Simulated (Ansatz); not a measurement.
# CdInI3 (model cell, started as cubic perovskite with Cd in the octahedra): a soft mode frozen in, part 2 of 3

Wanted: the energy along a soft mode of CdInI3 (model cell, started as cubic perovskite with Cd in the octahedra) and the structure at the end.

Ansatz 0.2.0; DFT PBEsol, scalar-relativistic, plane waves, PAW; PAW set soft_1.

So far, highest frequency on the path or at a solved wavevector (cm⁻¹): step 2 (phonons on a q mesh) 151. Also lowest frequency on the path (cm⁻¹): step 2 -51.0.

The structure was built from a prototype and need not be the compound's stable phase.

## 4. The mode frozen in, largest atomic shift 0.6 Å

The atoms are moved along the unstable eigenvector, the largest shift by 0.6 Å, with the cell fixed.

input.yaml

```yaml
crystal:
  lattice:
    - [5.777575321, 5.777575321, 0.0]
    - [5.777575321, 0.0, 5.777575321]
    - [5.777575321, 0.0, -5.777575321]
  atoms:
    - { symbol: In, position: [-0.0599577058, 0.5299788529, 0.5899365587] }
    - { symbol: In, position: [0.0599577058, -0.0299788529, 0.9100634413] }
    - { symbol: Cd, position: [0.5, 0.25, 0.75] }
    - { symbol: Cd, position: [0.5, 0.75, 0.25] }
    - { symbol: I, position: [0.4835335954, 0.5164664046, 0.5164664046] }
    - { symbol: I, position: [0.5164664046, -0.0164664046, -0.0164664046] }
    - { symbol: I, position: [0.0, 0.5, -0.0164664046] }
    - { symbol: I, position: [0.0, 0.0, 0.5164664046] }
    - { symbol: I, position: [0.5164664046, 0.5, -0.0164664046] }
    - { symbol: I, position: [0.4835335954, 0.0, 0.5164664046] }
kpoints:
  mp_grid: { grid: [6, 6, 6] }
hamiltonian:
  xc: pbesol
  pseudopotentials: { kind: paw, azcp: { folder: soft_1 }, xc_functional: pbe }
scf:
  occupations: { method: methfessel_paxton, width: 0.2 }
output:
  forces: true
  stress: true
  eigenvalues: true
```

Started as:

```sh
$ ansatz run input.yaml --threads 4 --pin off --max-ram 16384MiB --backend cpu --events-out ev --progress --plain --runs-dir out
```

Numbers of over 12 decimals in the logs are rounded to 6 here.

Output:

```text
[...]
Crystal: 10 atoms, lattice volume = 385.715 Å³
Basis set: ecut = 420 eV, 7631 PW (Γ), exchange–correlation on 120×120×120 points (8 copies of the dense FFT grid, shifted against one another)
Bands: 101, of which v1, the nominal top of the filled ones, is band 84 counted from 1 (83 counted from 0)
Symmetry: 12 space group operations
[...]
k-points: 32 of 216
[...]
k-point 0: bands = [... 80 lower, 5.2642, 5.2642, 5.2800, 5.2800, 5.4034, 9.2390, 9.4630, 9.4630, ... 13 higher]
  k-point 1: bands = [... 80 lower, 4.9547, 5.2234, 5.2234, 5.3373, 5.8299, 8.9977, 9.2323, 9.4440, ... 13 higher]
  k-point 2: bands = [... 80 lower, 4.7077, 5.1071, 5.1071, 5.1773, 6.6763, 8.4468, 8.5343, 8.6864, ... 13 higher]
  k-point 31: bands = [... 80 lower, 4.6947, 4.7465, 5.0005, 5.0405, 8.0584, 8.1043, 8.6862, 8.7032, ... 13 higher]
[key lines of the parts left out:]
SCF converged after 10 iterations
Free energy (F): -72017.256791 eV
Fermi energy:    5.398613 eV
P = ⅓ Tr σ = 0.4741 GPa (4.741 kbar)
```

Elapsed: 22 s, on 4 threads of Arm Neoverse V1, shared host; peak memory 1.6 GiB; 86 s of CPU time.

Numbers from this step:

* pressure: 0.4741 GPa
* gap on the k-mesh: 0.06607 eV
* energy from the undistorted cell: -30.03 meV/atom

The energy, extrapolated to zero smearing, is -30.03 meV/atom against the undistorted cell.

The run ends at a pressure of 0.47 GPa, with forces up to 0.28 eV/Å.

## 5. Energy along the mode, all amplitudes (two of the runs are shown above)

An imaginary frequency means negative curvature, so the energy should fall and then rise again as anharmonic terms take over.

Numbers from this step:

| Property | Result |
| --- | --- |
| depth at the lowest point sampled | 30.03 meV/atom |
| largest atomic shift at that point | 0.6 Å |

Table of energy from the parent by largest atomic shift:

| largest atomic shift (Å) | energy from the parent (meV/atom) |
| --- | --- |
| 0.000 | 0 |
| 0.040 | -0.187 |
| 0.080 | -0.743 |
| 0.140 | -2.25 |
| 0.220 | -5.44 |
| 0.320 | -11.0 |
| 0.450 | -19.9 |
| 0.600 | -30.0 |

Displacement at unit largest shift by atom:

| atom | x (Å) | y (Å) | z (Å) | size |
| --- | --- | --- | --- | --- |
| In1 | 0.577 | -0.577 | -0.577 | 0.999 |
| In2 | -0.577 | 0.577 | 0.577 | 0.999 |
| Cd3 | 0.000 | 0.000 | 0.000 | 0.000 |
| Cd4 | 0.000 | 0.000 | 0.000 | 0.000 |
| I5 | 0.159 | -0.159 | 0.000 | 0.225 |
| I6 | -0.159 | 0.159 | 0.000 | 0.225 |
| I7 | -0.159 | 0.000 | 0.159 | 0.225 |
| I8 | 0.159 | 0.000 | -0.159 | 0.225 |
| I9 | 0.000 | 0.159 | 0.159 | 0.225 |
| I10 | 0.000 | -0.159 | -0.159 | 0.225 |

The lowest of the steps tried is the last one, at 0.6 Å, 30.0 meV/atom below the parent; the bottom of the well need not coincide with a step.

## 6. Relaxing from the distorted cell

Starting from the lowest point found, all atoms and the cell are let go, so that strain and other modes of the same symmetry can join in.

Edit input.yaml of step 4 so:

```diff
@@ -27 +27,6 @@
   eigenvalues: true
+relax:
+  adjacent_minimum: "off"
+  f_tol: 0.002
+  max_steps: 120
+  cell: { stress_tol: 0.03 }
```

Output:

```text
[...]
Crystal: 10 atoms, lattice volume = 385.715 Å³
Basis set: ecut = 420 eV, 7631 PW (Γ), exchange–correlation on 120×120×120 points (8 copies of the dense FFT grid, shifted against one another)
Bands: 101, of which v1, the nominal top of the filled ones, is band 84 counted from 1 (83 counted from 0)
Symmetry: 12 space group operations
[...]
k-points: 32 of 216
[...]
SCF iter   1: F=—  HF=-72021.626307 eV  |F-HF|=—  |Δ(HF+E_count)|=         —  Δρ=4.56e-2  dr2=1.19e1  ethr=3.10e-3  ⟨swp⟩=9.0  Hψ=14228  notcnv=0
[...]
SCF iter  10: F=-72017.256791 eV  HF=-72017.256791 eV  |F-HF|=2.81e-8  |Δ(HF+E_count)|=   1.74e-7  S|Δr|=    0.00e0  Δρ=2.39e-6  dr2=3.29e-8  ethr=5.95e-11  ⟨swp⟩=15.7  Hψ=17098  notcnv=0
SCF 1 converged in 10 iterations: F = -72017.256791 eV  dr2 = 3.29e-8
[...]
relax step   1: F+E_penalty+E_count = -72017.25679126 eV  Δ(F+E_penalty+E_count) = +0.000e0 eV  max|allowed force component| = 1.629e-1 eV/Å  Δτ_max = 0.0000 Å  P = +0.474 GPa  Ω = 385.715 Å³  (10 SCF iters, dr2 threshold 1.00e-7 eV, accepted)
Crystal: 10 atoms, lattice volume = 396.041 Å³
Basis set: ecut = 420 eV, 7763 PW (Γ), exchange–correlation on 120×120×120 points (8 copies of the dense FFT grid, shifted against one another)
[...]
SCF iter  10: F=-72017.362570 eV  HF=-72017.362570 eV  |F-HF|=4.56e-8  |Δ(HF+E_count)|=   1.32e-7  S|Δr|=    0.00e0  Δρ=3.76e-6  dr2=2.02e-7  ethr=5.95e-10  ⟨swp⟩=6.6  Hψ=11045  notcnv=0
SCF 2 converged in 10 iterations: F = -72017.362570 eV  dr2 = 2.02e-7
[...]
relax step   2: F+E_penalty+E_count = -72017.36256976 eV  Δ(F+E_penalty+E_count) = -1.058e-1 eV  max|allowed force component| = 1.403e-1 eV/Å  Δτ_max = 0.1907 Å  P = -0.059 GPa  Ω = 396.041 Å³  energy of the carried Pulay correction = -1.092e-3 eV  (10 SCF iters, dr2 threshold 1.00e-6 eV, accepted)
Crystal: 10 atoms, lattice volume = 397.962 Å³
Basis set: ecut = 420 eV, 7781 PW (Γ), exchange–correlation on 120×120×120 points (8 copies of the dense FFT grid, shifted against one another)
[...]
SCF iter   7: F=-72017.412438 eV  HF=-72017.412438 eV  |F-HF|=1.48e-7  |Δ(HF+E_count)|=   3.92e-7  S|Δr|=    0.00e0  Δρ=7.13e-6  dr2=2.43e-7  ethr=5.95e-10  ⟨swp⟩=13.1  Hψ=16407  notcnv=0
SCF 3 converged in 7 iterations: F = -72017.412438 eV  dr2 = 2.43e-7
relax step   3: F+E_penalty+E_count = -72017.41243756 eV  Δ(F+E_penalty+E_count) = -4.987e-2 eV  max|allowed force component| = 5.387e-2 eV/Å  Δτ_max = 0.1949 Å  P = +0.316 GPa  Ω = 397.962 Å³  energy of the carried Pulay correction = -1.290e-3 eV  (7 SCF iters, dr2 threshold 1.00e-6 eV, accepted)
[...]
relax step   4: F+E_penalty+E_count = -72017.42351081 eV  Δ(F+E_penalty+E_count) = -1.107e-2 eV  max|allowed force component| = 7.118e-3 eV/Å  Δτ_max = 0.0989 Å  P = -0.180 GPa  Ω = 406.352 Å³  energy of the carried Pulay correction = -2.136e-3 eV  (7 SCF iters, dr2 threshold 4.87e-7 eV, accepted)
[...]
relax step   5: F+E_penalty+E_count = -72017.42653673 eV  Δ(F+E_penalty+E_count) = -3.026e-3 eV  max|allowed force component| = 6.044e-3 eV/Å  Δτ_max = 0.0294 Å  P = -0.014 GPa  Ω = 402.819 Å³  energy of the carried Pulay correction = -1.783e-3 eV  (7 SCF iters, dr2 threshold 1.64e-7 eV, accepted)
[...]
relax step   6: F+E_penalty+E_count = -72017.42659594 eV  Δ(F+E_penalty+E_count) = -5.922e-5 eV  max|allowed force component| = 2.989e-3 eV/Å  Δτ_max = 0.0022 Å  P = +0.003 GPa  Ω = 402.576 Å³  energy of the carried Pulay correction = -1.759e-3 eV  (6 SCF iters, dr2 threshold 2.28e-9 eV, accepted)
[...]
relax step   7: F+E_penalty+E_count = -72017.42659529 eV  Δ(F+E_penalty+E_count) = +6.554e-7 eV  max|allowed force component| = 3.123e-4 eV/Å  Δτ_max = 0.0013 Å  P = -0.001 GPa  Ω = 402.659 Å³  energy of the carried Pulay correction = -1.767e-3 eV  (7 SCF iters, dr2 threshold 5.58e-10 eV, accepted)
[...]
SCF iter   8: F=-72017.428102 eV  HF=-72017.428102 eV  |F-HF|=0.00e0  |Δ(HF+E_count)|=  5.68e-10  S|Δr|=    0.00e0  Δρ=4.86e-8  dr2=1.21e-11  ethr=1.00e-12  ⟨swp⟩=9.9  Hψ=14406  notcnv=0
SCF 8 converged in 8 iterations: F = -72017.428102 eV  dr2 = 1.21e-11
relax step   8: F+E_penalty+E_count = -72017.42810243 eV  Δ(F+E_penalty+E_count) = -1.507e-3 eV  max|allowed force component| = 2.857e-4 eV/Å  Δτ_max = 0.0000 Å  P = -0.004 GPa  Ω = 402.659 Å³  stress off target by 4.48e-3 GPa  SCF on the basis re-selected at this cell (its energy is not comparable with the rows above)  (8 SCF iters)
basis re-selected at this cell: Δ(F+E_penalty+E_count) = -1.507e-3 eV, ΔP = -0.003 GPa vs the last step (what re-selecting the basis moved, of the pressure what is left beyond the Pulay correction that the steps carried, after the strain that the cell walked since its last selection, with what the two solves' SCF thresholds leave and, on support functions, any second-order correction that the steps lacked; it is no m [...]
SCF converged after 8 iterations
[...]
Free energy (F): -72017.428102 eV
[...]
Internal energy: -72017.465105 eV  (E = F + TS)
E sigma→0 (E₀):  -72017.437353 eV
Entropy (-TS):   0.037003 eV (3.700 meV/atom)
Fermi energy:    4.775313 eV
[...]
--- Forces (eV/Å), atoms counted from 1 ---
  atom   1  In     0.00005929    -0.00005929    -0.00005929
  atom   2  In    -0.00005929     0.00005929     0.00005929
  atom   3  Cd    -0.00000000     0.00000000     0.00000000
  atom   4  Cd     0.00000000     0.00000000    -0.00000000
  atom   5  I      0.00013095    -0.00013095     0.00028573
  atom   6  I     -0.00013095     0.00013095    -0.00028573
  atom   7  I     -0.00013095    -0.00028573     0.00013095
  atom   8  I      0.00013095     0.00028573    -0.00013095
  atom   9  I      0.00028573     0.00013095     0.00013095
  atom  10  I     -0.00028573    -0.00013095    -0.00013095
  max |Σ_I F_I| component: 1.71e-18 eV/Å
--- Stress (GPa, compression-positive) ---
       -0.004416      -0.000060      -0.000060
       -0.000060      -0.004416       0.000060
       -0.000060       0.000060      -0.004416
  P = ⅓ Tr σ = -0.0044 GPa (-0.044 kbar)
--- Band table (eV; the first three rows and the last of 32) ---
  k-point 0: bands = [... 80 lower, 4.5071, 4.5071, 4.6411, 4.6411, 4.7907, 8.5079, 8.6939, 8.6939, ... 13 higher]
  k-point 1: bands = [... 80 lower, 4.2422, 4.6015, 4.6015, 4.7389, 5.1257, 8.3087, 8.6393, 8.7364, ... 13 higher]
  k-point 2: bands = [... 80 lower, 4.2134, 4.5069, 4.5069, 4.6093, 5.9621, 7.7115, 8.2020, 8.3867, ... 13 higher]
  k-point 31: bands = [... 80 lower, 4.1759, 4.2270, 4.5608, 4.6719, 7.4195, 7.4811, 8.4285, 8.4520, ... 13 higher]
--- Relaxed structure (7 steps of the walk, 7 accepted, 1 SCFs on fresh bases) ---
  F+E_penalty+E_count = -72017.42810243 eV   max|allowed force component| = 2.857e-4 eV/Å   (the final SCF, on the basis selected at the relaxed cell)
  cell:  # Å, volume = 402.6586 Å³
    - [5.769725, 5.769725, 0.0]
    - [5.769725, 2.7755575615628914e-17, 5.769725]
    - [5.955102, -0.185377, -5.955102]
  atoms:
    - { symbol: In, position: [-0.105783, 0.552891, 0.658674] }
    - { symbol: In, position: [0.105783, -0.052891, 0.841326] }
    - { symbol: Cd, position: [0.500000, 0.250000, 0.750000] }
    - { symbol: Cd, position: [0.500000, 0.75, 0.250000] }
    - { symbol: I, position: [0.490765, 0.509144, 0.509326] }
    - { symbol: I, position: [0.509235, -0.00914372, -0.00932615] }
    - { symbol: I, position: [0.000182423, 0.499909, -0.00932615] }
    - { symbol: I, position: [-0.000182423, 9.121174042936442e-5, 0.509326] }
    - { symbol: I, position: [0.509235, 0.499909, -0.00932615] }
    - { symbol: I, position: [0.490765, 9.121174042936442e-5, 0.509326] }
```

Run time: 3.1 min. Hardware: 4 threads; peak memory 1.7 GiB.

Step by step:

| step | energy less that of the first step (eV) | largest force component (eV/Å) | pressure (GPa) | volume (Å³) |
| --- | --- | --- | --- | --- |
| 1 | 0.0000 | 0.1629 | 0.47 | 385.72 |
| 2 | -0.1058 | 0.1403 | -0.06 | 396.04 |
| 3 | -0.1556 | 0.0539 | 0.32 | 397.96 |
| 4 | -0.1667 | 0.0071 | -0.18 | 406.35 |
| 5 | -0.1697 | 0.0060 | -0.01 | 402.82 |
| 6 | -0.1698 | 0.0030 | 0.00 | 402.58 |
| 7 | -0.1698 | 0.0003 | 0.00 | 402.66 |
| 8* | -0.1713 | 0.0003 | 0.00 | 402.66 |

Relaxation steps marked * repeat the geometry before them on a plane-wave basis chosen anew for their cell, so energy and pressure can jump there.

Forces are held to the 12 operations that the run works with; a distortion that breaks them can't arise in this run.

| conventional cell, symmetrised | before | after | change |
| --- | --- | --- | --- |
| a (Å) | 8.171 | 8.160 | -0.1 % |
| b (Å) | 8.171 | 8.160 | -0.1 % |
| c (Å) | 20.014 | 20.950 | +4.7 % |
| volume (Å³/atom) | 38.57 | 40.27 | +4.4 % |

The atoms that moved most (Å, as changes of fractional coordinates times the final cell):

| atom | dx | dy | dz | length |
| --- | --- | --- | --- | --- |
| In2 | -0.277 | 0.277 | 0.277 | 0.480 |
| In1 | 0.277 | -0.277 | -0.277 | 0.480 |
| I5 | -0.043 | 0.043 | 0.000 | 0.061 |
| I10 | 0.000 | 0.043 | 0.043 | 0.061 |
| I7 | 0.043 | 0.000 | -0.043 | 0.061 |
| I9 | 0.000 | -0.043 | -0.043 | 0.061 |
| I6 | 0.043 | -0.043 | 0.000 | 0.061 |
| I8 | -0.043 | 0.000 | 0.043 | 0.061 |

This step gave:

| Item | Value |
| --- | --- |
| pressure | -0.004416 GPa |
| volume per atom | 40.27 Å³ |
| gap on the k-mesh | 0.05178 eV |

The distorted start has space group R-3m; the relaxation ends in R-3m.

## 7. The new phase in its own primitive cell

The relaxed structure is symmetrised, reduced to its primitive cell and relaxed tightly, as its phonons need.

input.yaml, the sections that differ from step 6:

```yaml
crystal:
  lattice:
    - [4.0798118504, 2.3554804701, 6.9833870658]
    - [-4.0798118504, 2.3554804701, 6.9833870658]
    - [0.0, -4.7109609402, 6.9833870658]
  atoms:
    - { symbol: In, position: [0.1971086117, 0.1971086117, 0.1971086117] }
    - { symbol: In, position: [0.8028913883, 0.8028913883, 0.8028913883] }
    - { symbol: Cd, position: [0.5, 0.5, 0.5] }
    - { symbol: Cd, position: [0.0, 0.0, 0.0] }
    - { symbol: I, position: [0.7499087883, 0.2408562768, 0.7499087883] }
    - { symbol: I, position: [0.2500912117, 0.7591437232, 0.2500912117] }
    - { symbol: I, position: [0.2500912117, 0.2500912117, 0.7591437232] }
    - { symbol: I, position: [0.7499087883, 0.7499087883, 0.2408562768] }
    - { symbol: I, position: [0.7591437232, 0.2500912117, 0.2500912117] }
    - { symbol: I, position: [0.2408562768, 0.7499087883, 0.7499087883] }
relax:
  adjacent_minimum: "off"
  f_tol: 0.001
  max_steps: 60
  cell: { stress_tol: 0.01 }
# kpoints, hamiltonian, scf, output: as in step 6
```

Output:

```text
[...]
Crystal: 10 atoms, lattice volume = 402.659 Å³
Basis set: ecut = 420 eV, 7883 PW (Γ), exchange–correlation on 120×120×120 points (8 copies of the dense FFT grid, shifted against one another)
Bands: 101, of which v1, the nominal top of the filled ones, is band 84 counted from 1 (83 counted from 0)
Symmetry: 12 space group operations
[...]
k-points: 32 of 216
[...]
- { symbol: Cd, position: [0.5, 0.5, 0.5] }
    - { symbol: Cd, position: [0.0, 0.0, 0.0] }
    - { symbol: I, position: [0.749909, 0.240856, 0.7499087883] }
    - { symbol: I, position: [0.250091, 0.7591437232, 0.250091] }
    - { symbol: I, position: [0.250091, 0.250091, 0.7591437232] }
    - { symbol: I, position: [0.749909, 0.749909, 0.240856] }
    - { symbol: I, position: [0.7591437232, 0.250091, 0.250091] }
    - { symbol: I, position: [0.240856, 0.749909, 0.7499087883] }
[key lines of the parts left out:]
SCF converged after 8 iterations
Free energy (F): -72017.428102 eV
Fermi energy:    4.775313 eV
P = ⅓ Tr σ = -0.0044 GPa (-0.044 kbar)
```

Elapsed: 56 s, on 4 threads; peak memory 1.6 GiB; 3.7 min of CPU time.

Little changed from the start: no atom moved by 0.005 Å and no cell edge by 0.1 %.

Numbers from this step:

* direct gap on mesh: 0.1496 eV

The largest force component left is 0.34 meV/Å and the pressure is -0.004 GPa, within the tolerances set. The cell now holds 40.27 Å³/atom.

[end of part 2 of 3]

[Logs are printed without paths, hosts, clocks, repeated set-up lines and the standing remarks that a program may print on its own settings, such as how far it seeks lower states.]

[Hosts, paths, dates, database ids (printed as entryN), source tags and the programs' standing remarks are cut or masked in the printed files.]
